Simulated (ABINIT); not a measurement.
# CsGeH3 (Pm-3m): zone-centre phonons, part 2 of 4

Which modes does CsGeH3 (Pm-3m) have at the zone centre?

ABINIT 10.8.3; DFT LDA, scalar-relativistic, plane waves, PseudoDojo norm-conserving pseudopotentials.

So far. Step 5 (Relaxing the cell and atoms): The volume changes by -1.8 % in this run and stands -20.1 % from the first cell. Step 6 (Ground state): The cell stands at -0.66 GPa: the relaxation ran with a smoothed and higher cutoff, and the difference is a stress of the finite basis. The relaxed cell has a = 4.092 Å (conventional setting).

The structure was built from a prototype and need not be the compound's stable phase.

## 7. Zone-centre response

At q = 0 one unit cell holds all displacements. The response is solved for single atoms along the cell's directions, and symmetry skips those that follow from others. The crystal is treated as a metal, which screens a static field, so no field response is asked.

The input, dfpt_gamma.abi:

```

# common to the responses
getwfk_filepath "gso_WFK"
kptopt 2
nqpt 1
qpt 0.0 0.0 0.0
asr 0
chneut 0

# displacements
rfphon 1
rfatpol 1 5
rfdir 1 1 1
tolvrs 1.0d-10
prtwf 0

# basis, mesh and filling
ecut 35.0
ngkpt 6 6 6
nshiftk 1
shiftk 0.0 0.0 0.0
istwfk *1
occopt 7
tsmear 0.01
nband 20
nstep 100
diemac 1000000.0
prtebands 0
prtgsr 0

# cell and atoms
acell 7.73236491 7.73236491 7.73236491
rprim 
    1.0 0.0 0.0
    0.0 1.0 0.0
    0.0 0.0 1.0
ntypat 3
znucl 55 32 1
natom 5
typat 1 2 3 3 3
xred 
    0.0 0.0 0.0
    0.5 0.5 0.5
    0.5 0.5 0.0
    0.5 0.0 0.5
    0.0 0.5 0.5
pp_dirpath "./pseudo"
pseudos "Cs.upf, Ge.upf, H.upf"
```

Run with:

```
> OMP_NUM_THREADS=1 mpirun -n 4 abinit dfpt_gamma.abi > dfpt_gamma.log
```

Numbers of over 12 decimals in the logs are rounded to 6 here.

dfpt_gamma.abo, the main output file:

```text
[banners, grids, parts of the stress and lines that vanish by symmetry left out]
- input  file    -> dfpt_gamma.abi
- output file    -> dfpt_gamma.abo
- root for input  files -> dfpt_gammai
- root for output files -> dfpt_gammao

 Symmetries : space group Pm -3 m (#221); Bravais cP (primitive cubic)
================================================================================
 Values of the parameters that define the memory need of the present run (RF).
     intxc =       0      iscf =       7    lmnmax =       8     lnmax =       8
     mgfft =      45  mpssoang =       4    mqgrid =    3001     natom =       5
  nloc_mem =       1    nspden =       1   nspinor =       1    nsppol =       1
      nsym =      48    n1xccc =    2501    ntypat =       3    occopt =       7
   xclevel =       1
-    mband =          20        mffmem =           1         mkmem =          28
-   mkqmem =          28        mk1mem =          28           mpw =        4632
      nfft =       91125          nkpt =         112
- my_mband =          20
================================================================================
================================================================================

--------------------------------------------------------------------------------
------------- Echo of variables that govern the present computation ------------
--------------------------------------------------------------------------------
-
- outvars: echo of selected default values
-   iomode0 =  0 , fftalg0 =312 , wfoptalg0 =  0
-
- outvars: echo of global parameters not present in the input file
-  max_nthreads =    1
-
 -outvars: echo values of preprocessed input variables
 [... echo left out ...]
================================================================================

 chkinp: Checking input parameters for consistency.

[...]
== DATASET  1 ==================================================================
-   mpi_nproc: 4, omp_nthreads: 1 (-1 if OMP is not activated)

--- !DatasetInfo
iteration_state: {dtset: 1, }
dimensions: {natom: 5, nkpt: 112, mband: 20, nsppol: 1, nspinor: 1, nspden: 1, mpw: 4632, }
cutoff_energies: {ecut:  35.0, pawecutdg:  -1.0, }
electrons: {nelect:   2.60000000E+01, charge:   0.00000000E+00, occopt:   7.00000000E+00, tsmear:   1.00000000E-02, }
meta: {optdriver: 1, rfphon: 1, }
...

 mkfilename: getwfk from: gso_WFK

 Real(R)+Recip(G) space primitive vectors, cartesian coordinates (Bohr,Bohr^-1):
 R(1)=  7.7323649  0.0000000  0.0000000  G(1)=  0.1293265  0.0000000  0.0000000
 R(2)=  0.0000000  7.7323649  0.0000000  G(2)=  0.0000000  0.1293265  0.0000000
 R(3)=  0.0000000  0.0000000  7.7323649  G(3)=  0.0000000  0.0000000  0.1293265
 Unit cell volume ucvol=  4.6231398E+02 bohr^3
 Angles (23,13,12)=  9.00000000E+01  9.00000000E+01  9.00000000E+01 degrees
 setup1 : take into account q-point for computing boxcut.

 getcut: wavevector=  0.0000  0.0000  0.0000  ngfft=  45  45  45
         ecut(hartree)=     35.000   => boxcut(ratio)=   2.13669

--- Pseudopotential description ------------------------------------------------
- pspini: atom type   1  psp file is ./pseudo/Cs.upf

- pspini: atom type   2  psp file is ./pseudo/Ge.upf

- pspini: atom type   3  psp file is ./pseudo/H.upf

   1.37919010E+03                                ecore*ucvol(ha*bohr**3)
--------------------------------------------------------------------------------

 ==>  initialize data related to q vector <==

 The list of irreducible perturbations for this q vector is:
    1)    idir= 1    ipert=   1
    2)    idir= 1    ipert=   2
    3)    idir= 1    ipert=   3
    4)    idir= 3    ipert=   3

[...]
The perturbation idir=   2  ipert=   1 is
 symmetric of a previously calculated perturbation.
 So, its SCF calculation is not needed.

 The perturbation idir=   3  ipert=   1 is
 symmetric of a previously calculated perturbation.
 So, its SCF calculation is not needed.

 The perturbation idir=   2  ipert=   2 is
 symmetric of a previously calculated perturbation.
 So, its SCF calculation is not needed.

 The perturbation idir=   3  ipert=   2 is
 symmetric of a previously calculated perturbation.
 So, its SCF calculation is not needed.

[...]
The perturbation idir=   2  ipert=   5 is
 symmetric of a previously calculated perturbation.
 So, its SCF calculation is not needed.

 The perturbation idir=   3  ipert=   5 is
 symmetric of a previously calculated perturbation.
 So, its SCF calculation is not needed.

--------------------------------------------------------------------------------
 Perturbation wavevector (in red.coord.)   0.000000  0.000000  0.000000
 Perturbation : displacement of atom   1   along direction   1
 Found     8 symmetries that leave the perturbation invariant.

[...]
dfpt_looppert : total number of electrons, from k and k+q
  fully or partially occupied states are    2.600000E+01 and    2.600000E+01.
 Initialisation of the first-order wave-functions :
  ireadwf=   0

--- !BeginCycle
iteration_state: {dtset: 1, }
solver: {iscf: 7, nstep: 100, nline: 4, wfoptalg: 0, }
tolerances: {tolvrs: 1.00E-10, }
...

     iter   2DEtotal(Ha)        deltaE(Ha) residm    vres2
-ETOT  1   2.489195     -5.687E+02 2.003E+00 1.909E+02
 ETOT  2   1.975819     -5.134E-01 2.662E-01 2.834E+01
 ETOT  3   1.941253     -3.457E-02 1.070E-01 2.472E+00
 ETOT  4   1.939750     -1.503E-03 8.884E-02 5.798E-02
 ETOT  5   1.939658     -9.281E-05 6.028E-02 5.275E-04
[...]
At SCF step   11       vres2   =  1.35E-11 < tolvrs=  1.00E-10 =>converged.
[...]
Mean square residual over all n,k,spin=   69.065E-07; max=  49.610E-04

 Thirteen components of 2nd-order total energy (hartree) are
 1,2,3: 0th-order hamiltonian combined with 1st-order wavefunctions
     kin0=   4.00477882E+02 eigvalue=   3.07567132E+01  local=  -2.90806941E+02
 4,5,6: 1st-order hamiltonian combined with 1st and 0th-order wfs
 loc psp =  -4.40981443E+02  Hartree=   1.56021217E+02     xc=  -4.21979983E+01
 note that "loc psp" includes a xc core correction that could be resolved
 7,8,9: eventually, occupation + non-local contributions
    edocc=   5.75453134E+01     enl0=   2.57463366E+02   enl1=  -6.97537664E+02
 1-9 gives the relaxation energy (to be shifted if some occ is /=2.0)
   erelax=  -5.69259555E+02
 10,11,12 Non-relaxation  contributions : frozen-wavefunctions and Ewald
 fr.local=   1.33719556E+02 fr.nonlo=   3.51206999E+02  Ewald=   8.28834268E+01
 13,14 Frozen wf xc core corrections (1) and (2)
 frxc 1  =  -6.91436124E+01  frxc 2 =   7.25328370E+01
 Resulting in :
 2DEtotal=    0.1939651454E+01 Ha. Also 2DEtotal=    0.527806049046E+02 eV
    (2DErelax=   -5.6925955535E+02 Ha. 2DEnonrelax=    5.7119920681E+02 Ha)
    (  non-var. 2DEtotal :    1.9396531493E+00 Ha)

[...]
Perturbation wavevector (in red.coord.)   0.000000  0.000000  0.000000
 Perturbation : displacement of atom   2   along direction   1
 Found     8 symmetries that leave the perturbation invariant.

[...]
dfpt_looppert : total number of electrons, from k and k+q
  fully or partially occupied states are    2.600000E+01 and    2.600000E+01.
 Initialisation of the first-order wave-functions :
  ireadwf=   0

--- !BeginCycle
iteration_state: {dtset: 1, }
solver: {iscf: 7, nstep: 100, nline: 4, wfoptalg: 0, }
tolerances: {tolvrs: 1.00E-10, }
...

     iter   2DEtotal(Ha)        deltaE(Ha) residm    vres2
-ETOT  1   7.447397     -4.311E+04 2.570E+01 3.120E+02
[...]
At SCF step   11       vres2   =  1.19E-11 < tolvrs=  1.00E-10 =>converged.
[...]
Mean square residual over all n,k,spin=   19.631E-06; max=  14.131E-03

 Thirteen components of 2nd-order total energy (hartree) are
 1,2,3: 0th-order hamiltonian combined with 1st-order wavefunctions
     kin0=   4.79177434E+04 eigvalue=   3.75878714E+03  local=  -1.45907651E+04
 4,5,6: 1st-order hamiltonian combined with 1st and 0th-order wfs
 loc psp =  -7.59467126E+03  Hartree=   3.08934806E+03     xc=  -6.05193225E+02
 note that "loc psp" includes a xc core correction that could be resolved
 7,8,9: eventually, occupation + non-local contributions
    edocc=   1.93495153E+01     enl0=   3.53363139E+03   enl1=  -7.86511310E+04
 1-9 gives the relaxation energy (to be shifted if some occ is /=2.0)
   erelax=  -4.31229011E+04
 10,11,12 Non-relaxation  contributions : frozen-wavefunctions and Ewald
 fr.local=   3.66762927E+03 fr.nonlo=   3.92987629E+04  Ewald=   9.10092530E+01
 13,14 Frozen wf xc core corrections (1) and (2)
 frxc 1  =  -8.33391355E+02  frxc 2 =   8.97366131E+02
 Resulting in :
 2DEtotal=   -0.1524948188E+01 Ha. Also 2DEtotal=   -0.414959541549E+02 eV
    (2DErelax=   -4.3122901111E+04 Ha. 2DEnonrelax=    4.3121376163E+04 Ha)
    (  non-var. 2DEtotal :   -1.5249460158E+00 Ha)

[...]
Perturbation wavevector (in red.coord.)   0.000000  0.000000  0.000000
 Perturbation : displacement of atom   3   along direction   1
 Found     4 symmetries that leave the perturbation invariant.

[...]
dfpt_looppert : total number of electrons, from k and k+q
  fully or partially occupied states are    2.600000E+01 and    2.600000E+01.
 Initialisation of the first-order wave-functions :
  ireadwf=   0

--- !BeginCycle
iteration_state: {dtset: 1, }
solver: {iscf: 7, nstep: 100, nline: 4, wfoptalg: 0, }
tolerances: {tolvrs: 1.00E-10, }
...

     iter   2DEtotal(Ha)        deltaE(Ha) residm    vres2
-ETOT  1   1.567729     -5.435E+01 1.637E+00 7.436E+02
[...]
At SCF step   11       vres2   =  1.30E-11 < tolvrs=  1.00E-10 =>converged.
[...]
Mean square residual over all n,k,spin=   15.456E-07; max=  17.764E-04

 Thirteen components of 2nd-order total energy (hartree) are
 1,2,3: 0th-order hamiltonian combined with 1st-order wavefunctions
     kin0=   5.83580940E+01 eigvalue=  -9.06822428E-01  local=  -1.16481791E+01
 4,5,6: 1st-order hamiltonian combined with 1st and 0th-order wfs
 loc psp =  -7.87789005E+01  Hartree=   1.19463095E+01     xc=  -7.21751311E+00
 note that "loc psp" includes a xc core correction that could be resolved
 7,8,9: eventually, occupation + non-local contributions
    edocc=   4.27769194E+00     enl0=  -3.12860962E-01   enl1=  -3.02145396E+01
 1-9 gives the relaxation energy (to be shifted if some occ is /=2.0)
   erelax=  -5.44967202E+01
 10,11,12 Non-relaxation  contributions : frozen-wavefunctions and Ewald
 fr.local=   4.98206754E+01 fr.nonlo=   1.53061960E+01  Ewald=  -9.20592937E+00
 13,14 Frozen wf xc core corrections (1) and (2)
 frxc 1  =   0.00000000E+00  frxc 2 =   0.00000000E+00
 Resulting in :
 2DEtotal=    0.1424221782E+01 Ha. Also 2DEtotal=    0.387550490142E+02 eV
    (2DErelax=   -5.4496720219E+01 Ha. 2DEnonrelax=    5.5920942001E+01 Ha)
    (  non-var. 2DEtotal :    1.4242219900E+00 Ha)

[...]
Perturbation wavevector (in red.coord.)   0.000000  0.000000  0.000000
 Perturbation : displacement of atom   3   along direction   3
 Found     8 symmetries that leave the perturbation invariant.

--------------------------------------------------------------------------------

--------------------------------------------------------------------------------

 dfpt_looppert : total number of electrons, from k and k+q
  fully or partially occupied states are    2.600000E+01 and    2.600000E+01.
 Initialisation of the first-order wave-functions :
  ireadwf=   0

--- !BeginCycle
iteration_state: {dtset: 1, }
solver: {iscf: 7, nstep: 100, nline: 4, wfoptalg: 0, }
tolerances: {tolvrs: 1.00E-10, }
...

     iter   2DEtotal(Ha)        deltaE(Ha) residm    vres2
-ETOT  1  -6.262021     -6.261E+01 7.830E-01 7.976E+02
[...]
ETOT 12  -6.652648     -1.196E-11 9.090E-06 1.957E-10
 ETOT 13  -6.652648     -7.105E-15 1.941E-06 3.066E-13

 At SCF step   13       vres2   =  3.07E-13 < tolvrs=  1.00E-10 =>converged.
[...]
Mean square residual over all n,k,spin=   27.464E-10; max=  19.410E-07

 Thirteen components of 2nd-order total energy (hartree) are
 1,2,3: 0th-order hamiltonian combined with 1st-order wavefunctions
     kin0=   5.83991429E+01 eigvalue=  -6.92757301E-01  local=  -1.22786132E+01
 4,5,6: 1st-order hamiltonian combined with 1st and 0th-order wfs
 loc psp =  -9.30939634E+01  Hartree=   1.78076339E+01     xc=  -1.07151043E+01
 note that "loc psp" includes a xc core correction that could be resolved
 7,8,9: eventually, occupation + non-local contributions
    edocc=   1.13784587E+01     enl0=  -9.00663041E-01   enl1=  -3.29022320E+01
 1-9 gives the relaxation energy (to be shifted if some occ is /=2.0)
   erelax=  -6.29980977E+01
 10,11,12 Non-relaxation  contributions : frozen-wavefunctions and Ewald
 fr.local=  -1.68341877E+01 fr.nonlo=   1.41386479E+01  Ewald=   5.90409895E+01
 13,14 Frozen wf xc core corrections (1) and (2)
 frxc 1  =   0.00000000E+00  frxc 2 =   0.00000000E+00
 Resulting in :
 2DEtotal=   -0.6652648042E+01 Ha. Also 2DEtotal=   -0.181027775442E+03 eV
    (2DErelax=   -6.2998097745E+01 Ha. 2DEnonrelax=    5.6345449703E+01 Ha)
    (  non-var. 2DEtotal :   -6.6526480267E+00 Ha)

[...]
---- first-order wavefunction calculations are completed ----

 ==> Compute Derivative Database <==

 [... matrices left out ...]
  Phonon wavevector (reduced coordinates) :  0.00000  0.00000  0.00000
 Phonon energies in Hartree :
  -7.819295E-03 -7.819295E-03 -7.819295E-03 -1.322201E-05 -1.322201E-05
  -1.322201E-05  5.673271E-04  5.673271E-04  5.673271E-04  3.612296E-03
   3.612296E-03  3.612296E-03  3.617024E-03  3.617024E-03  3.617024E-03
 Phonon frequencies in cm-1    :
- -1.716137E+03 -1.716137E+03 -1.716137E+03 -2.901895E+00 -2.901895E+00
- -2.901895E+00  1.245139E+02  1.245139E+02  1.245139E+02  7.928074E+02
-  7.928074E+02  7.928074E+02  7.938450E+02  7.938450E+02  7.938450E+02

== END DATASET(S) ==============================================================
================================================================================

 -outvars: echo values of variables after computation
            acell      7.7323649100E+00  7.7323649100E+00  7.7323649100E+00 Bohr
           etotal     -6.6526480425E+00
            fcart      0.0000000000E+00  0.0000000000E+00  0.0000000000E+00
           strten      0.0000000000E+00  0.0000000000E+00  0.0000000000E+00
================================================================================
```

It took 2.9 min on 4 MPI ranks of Arm Neoverse V2, shared host; 12 min of CPU time.

This step gave:

| Quantity | Value |
| --- | --- |
| largest acoustic frequency at the zone centre before the sum rule | -2.9 cm⁻¹ |
| highest optical zone-centre mode (no LO-TO term) | 793.8 cm⁻¹ |
| lowest optical zone-centre mode | -1716 cm⁻¹ |

The acoustic modes at Γ come out as far as 2.9 cm⁻¹ from zero, where they should vanish, a small numerical error. The lowest optical mode is imaginary, 1716i cm⁻¹, an instability at this level and on this k mesh.

(Continued in part 3 of 4.)

[Host names and launcher messages were left out of these logs when they were recorded.]

[Logs are printed without paths, hosts, clocks, repeated set-up lines and the standing remarks that a program may print on its own settings, such as how far it seeks lower states.]

[Hosts, paths, dates, database ids (printed as entryN), source tags and the programs' standing remarks are cut or masked in the printed files.]
